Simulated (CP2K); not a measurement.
Consider 3-nitrosopyrrole at its PBE geometry (Å).

```xyz
11

O     2.8375   -0.8915    0.4371
N     2.2814    0.1169   -0.0351
C     0.8759    0.0725   -0.0246
C     0.0483    1.1173   -0.5513
C    -1.2558    0.7253   -0.3701
N    -1.2377   -0.5215    0.2511
C     0.0357   -0.9366    0.4684
H     0.3990    2.0367   -1.0061
H    -2.1941    1.2050   -0.6216
H    -2.0678   -1.0446    0.5097
H     0.2775   -1.8794    0.9424
```

Method: CP2K XAS_TDP, all-electron GAPW, PBEh(45%), aug-cc-pVDZ, TDA, GW2X-corrected core level, no relativity.

**Question.** Where do the C K-edge lines lie, and how strong are they?

Leading lines: C3 289.27 eV, C4 287.16 eV, C5 288.42 eV and C7 287.02 eV. The leading line of an atom is its first one with 35 % of the strongest within 2.5 eV of its lowest line over the strength cut. Core ionisation energies at this level: C4 292.12, C5 292.94, C3 292.20 and C7 293.14 eV.

The first six lines of each atom with a strength over 0.0015:

| atom | energy (eV) | states | strength, one atom | above the computed threshold |
| --- | --- | --- | --- | --- |
| C3 (bonded to 2 C and N) | 286.87 | 1 | 0.0027 |  |
|  | 289.27 | 1 | 0.0502 |  |
|  | 290.26 | 1 | 0.0064 |  |
|  | 291.67 | 1 | 0.0052 |  |
|  | 292.61 | 1 | 0.0022 | yes |
|  | 293.02 | 1 | 0.0061 | yes |
| C4 (bonded to 2 C and H) | 287.16 | 1 | 0.0375 |  |
|  | 288.81 | 1 | 0.0119 |  |
|  | 290.24 | 1 | 0.0049 |  |
|  | 290.72 | 1 | 0.0052 |  |
|  | 291.44 | 1 | 0.0039 |  |
|  | 291.94 | 1 | 0.0052 |  |
| C5 (bonded to C, N and H) | 288.42 | 1 | 0.0517 |  |
|  | 290.46 | 1 | 0.0109 |  |
|  | 291.42 | 1 | 0.0040 |  |
|  | 291.97 | 1 | 0.0016 |  |
|  | 292.23 | 1 | 0.0040 |  |
|  | 292.56 | 1 | 0.0042 |  |
| C7 (bonded to C, N and H) | 287.02 | 1 | 0.0453 |  |
|  | 290.76 | 1 | 0.0088 |  |
|  | 290.89 | 1 | 0.0072 |  |
|  | 291.84 | 1 | 0.0053 |  |
|  | 292.52 | 1 | 0.0021 |  |
|  | 292.64 | 1 | 0.0091 |  |

Lines are vertical, at one geometry, with no vibrational structure. GW2X ionisation energies and lines can be off by 1 to 2 eV either way, and a good line position may hide errors that cancel. These values hold no scalar relativity, about 0.1 eV for C 1s. Rydberg lines, and the discretised continuum above threshold, depend on the basis and the box.

[Banner, clock and machine lines of the logs are left out without a mark of their own.]

[Logs are printed without paths, hosts, clocks, repeated set-up lines and the standing remarks that a program may print on its own settings, such as how far it seeks lower states.]

[Hosts, paths, dates, database ids (printed as entryN), source tags and the programs' standing remarks are cut or masked in the printed files.]
